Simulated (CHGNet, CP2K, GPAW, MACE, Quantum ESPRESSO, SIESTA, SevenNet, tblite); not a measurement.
# Which run comes nearest? Random rock-salt (Ti, Nb, Ta, Hf)C solid solution (64 atoms)

The cell holds 64 atoms: 11 Nb, 32 C, 3 Ti, 9 Hf and 9 Ta. Cell: a = 8.990 Å, b = 8.990 Å, c = 8.990 Å, α = 90.0°, β = 90.0°, γ = 90.0°. Rock-salt lattice (a = 4.495 Å, the mean of the end members), 2 x 2 x 2 cells, metal sites filled at random with 3 Ti, 11 Nb, 9 Ta, 9 Hf; every coordinate displaced by a Gaussian of 0.05 Å. Then every atom was moved at random, 0.02 Å r.m.s. a Cartesian component.

Geometry: as built.

The reference, a calculation:

- method: Kohn-Sham DFT, PBE, SSSP efficiency 1.3.0 pseudopotentials, plane waves (Quantum ESPRESSO 7.5); sssp-pbe-1.3.0-efficiency, cutoffs 60/480 Ry, Γ point
- r.m.s. force component: 1.088 eV/Å
- longest force: 5.203 eV/Å
- pressure: 5.26 GPa
- time: 3.5 min on 4 MPI ranks of Arm Neoverse V2, shared host
- CPU time: 14 min

**Question.** The same geometry is run in other programs. How far does each lie from the reference, and what does it cost?
- CP2K PBE, DZVP-MOLOPT-SR, 800/70 Ry, diagonalisation (CP2K 2026.2; 4 MPI ranks)
- GPAW PBE, LCAO dzp, h 0.28 Å (GPAW 26.7.0; 1 thread)
- CP2K PBE, SZV-MOLOPT-SR, 800/50 Ry, diagonalisation (CP2K 2026.2; 2 threads)
- SIESTA PBEsol, DZP, shift 0.01 Ry, mesh 500 Ry (SIESTA 5.4.2; 2 MPI ranks)
- QE PBE, dojo-0.4.1-standard, 80/320 Ry (Quantum ESPRESSO 7.5; 1 thread)
- MACE MPA-0 medium potential (MACE MPA-0 medium; 1 thread)
- QE PBE, gbrv-1.5, 40/200 Ry (Quantum ESPRESSO 7.5; 2 MPI ranks)
- CP2K RPBE, PBE potentials, DZVP-MOLOPT-SR, 800/50 Ry, diagonalisation (CP2K 2026.2; 4 MPI ranks)
- CHGNet 0.3.0 potential (CHGNet 0.3.0; 1 thread)
- SevenNet l3i5 potential (SevenNet l3i5; 1 thread)

Differences are against the plane-wave reference, forces as r.m.s. over components; share is that over the reference's r.m.s. force, slope the least-squares factor from reference forces to these. Total energies of different programs have different zeros and aren't compared.

```
                                                                  run  Δ force, r.m.s. (meV/Å)  share (%)  slope  Δ pressure (GPa)  cores  CPU time  memory (GiB)
                                                            reference                        -          -      -                 -      4    14 min           3.5
                 CP2K PBE, DZVP-MOLOPT-SR, 800/70 Ry, diagonalisation                     66.1       6.08  0.980             -3.50      4    15 min           7.0
                                GPAW PBE, LCAO dzp, h 0.28 Å (coarse)                      162       14.9  1.103                 -      1   5.6 min          0.98
         CP2K PBE, SZV-MOLOPT-SR, 800/50 Ry, diagonalisation (coarse)                      413       38.0  0.757             -18.7      2   4.4 min           3.4
                       SIESTA PBEsol, DZP, shift 0.01 Ry, mesh 500 Ry                     71.5       6.58  0.986             -5.35      2    13 min           2.4
                               QE PBE, dojo-0.4.1-standard, 80/320 Ry                     6.31      0.580  0.998            -0.157      1   9.5 min           1.4
                                          MACE MPA-0 medium potential                      250       23.0  0.876              3.06      1     6.7 s             1
                                          QE PBE, gbrv-1.5, 40/200 Ry                     15.8       1.45  1.004            -0.977      2   6.1 min           1.1
CP2K RPBE, PBE potentials, DZVP-MOLOPT-SR, 800/50 Ry, diagonalisation                     71.5       6.57  0.980            -0.915      4    13 min           7.0
                                               CHGNet 0.3.0 potential                      474       43.6  0.603              2.72      1       3 s          0.93
                                              SevenNet l3i5 potential                      377       34.6  0.774              3.75      1     8.2 s           1.3
```

Rows marked coarse were listed beforehand as settings not expected to be converged; some can still land near the reference.

Times of the machine-learned potentials are mostly Python's start and the loading of weights.

CPU time is summed over cores on a shared host, where runs went side by side, so it is rough. Symmetry, cutoffs, thresholds, outputs and thread counts weren't matched or tuned between programs; memory under MPI is the largest rank's times the ranks.

PBE on plane waves or a grid with other potentials, cutoffs or grids, coarse settings apart, differs from the reference by 0.58 % (QE PBE, dojo-0.4.1-standard, 80/320 Ry) to 1.4 % (QE PBE, gbrv-1.5, 40/200 Ry) of the r.m.s. force; this holds the reference's own error, so differences of a few per cent don't tell which side is nearer the exact PBE result. The PBE run in local orbitals, coarse settings apart, differs by 6.1 % (CP2K PBE, DZVP-MOLOPT-SR, 800/70 Ry, diagonalisation); basis, grid and potentials can all enter. Machine-learned potentials differ by 23 % (MACE MPA-0 medium potential) to 44 % (CHGNet 0.3.0 potential); they were trained on other programs' data. Among those trained on PBE data the slope goes as low as 0.60, which softening far from their training structures can give, though the reference's k-sampling is untested too. Rows with another functional or a dispersion term differ by 6.6 % in each run, which mixes the change of model with differences of basis and potentials, some of them made for another functional. Machine-learned potentials mimic data converged in k, so the reference's own k-point error enters their differences. The electronic-structure runs sample only Γ, in a cell whose shortest periodic width is 9 Å, which is coarse for a cell with partly filled levels.

[Logs are printed without paths, hosts, clocks, repeated set-up lines and the standing remarks that a program may print on its own settings, such as how far it seeks lower states.]

[Hosts, paths, dates, database ids (printed as entryN), source tags and the programs' standing remarks are cut or masked in the printed files.]
